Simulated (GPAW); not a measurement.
Computed results, one entry a study.

**How the form of the self-energy moves the gap of TiNCl (Pmmn)**

It takes space group Pmmn (No. 59, orthorhombic). The conventional cell has a = 3.258 Å, b = 3.937 Å, c = 7.803 Å, α = 90.00°, β = 90.00°, γ = 90.00°. Ti has 4 N at 2.01 Å and 2 Cl at 2.42 Å nearest. Nearest to N lie 4 Ti at 2.01 Å. Nearest to Cl lie 2 Ti at 2.42 Å. Farther neighbours and most contacts between anions are not listed.

```xyz
6
Lattice="3.2580 0.0000 0.0000 0.0000 3.9370 0.0000 0.0000 0.0000 7.8030" Properties=species:S:1:pos:R:3 pbc="T T T"
Ti    0.0000    1.9685    0.7803
Ti    1.6290    0.0000    7.0227
N     1.6290    1.9685    7.4128
N     0.0000    0.0000    0.3901
Cl    1.6290    1.9685    2.5750
Cl    0.0000    0.0000    5.2280
```

```
method                                  : DFT, LDA, plane waves, PAW (and 3 further levels or steps)
program                                 : GPAW 26.7.0
settings of one run                     : cutoff 600 eV, GPAW PAW setups 1.2.1 data release, 4×4×2 k-mesh, nbands 652
cost                                    : 6 runs, 45 min in all on 8 MPI ranks of Arm Neoverse V1, shared host (the runs of this entry)
notes                                   : The cell and positions come from the Crystallography Open Database and are kept as given unless a step says otherwise. Bands and cutoff are finite, so the gap is not at the basis limit. The miss can reach some tenths of an eV and take either sign; the mesh is an error of its own. The program warns of a poor linear fit in the extrapolation of some level, so the extrapolated values are rough. The 4×4×2 mesh is coarse for this cell, which bears on the long-range parts of exchange and screening.
G0W0, Godby-Needs plasmon pole          : 1.744 eV
one-shot HSE06                          : 2.328 eV
G0W0, extrapolated in the cutoff        : 2.058 eV
one-shot PBE0                           : 2.965 eV
G0W0, full frequency, Hilbert transform : 1.674 eV
known limits                            : not at the basis limit; coarse k mesh
```

One-shot HSE06: +0.583 eV against G0W0, Godby-Needs plasmon pole. G0W0, extrapolated in the cutoff: +0.313 eV against G0W0, Godby-Needs plasmon pole, at other bands or cutoff, so not like for like.

[Paths, hosts, dates, memory and timing lines, banners, echoed tables and standing remarks are left out of the program output.]

[Logs are printed without paths, hosts, clocks, repeated set-up lines and the standing remarks that a program may print on its own settings, such as how far it seeks lower states.]

[Runs of the session that timed out or met a known fault of the program may be left out.]

[Hosts, paths, dates, database ids (printed as entryN), source tags and the programs' standing remarks are cut or masked in the printed files.]
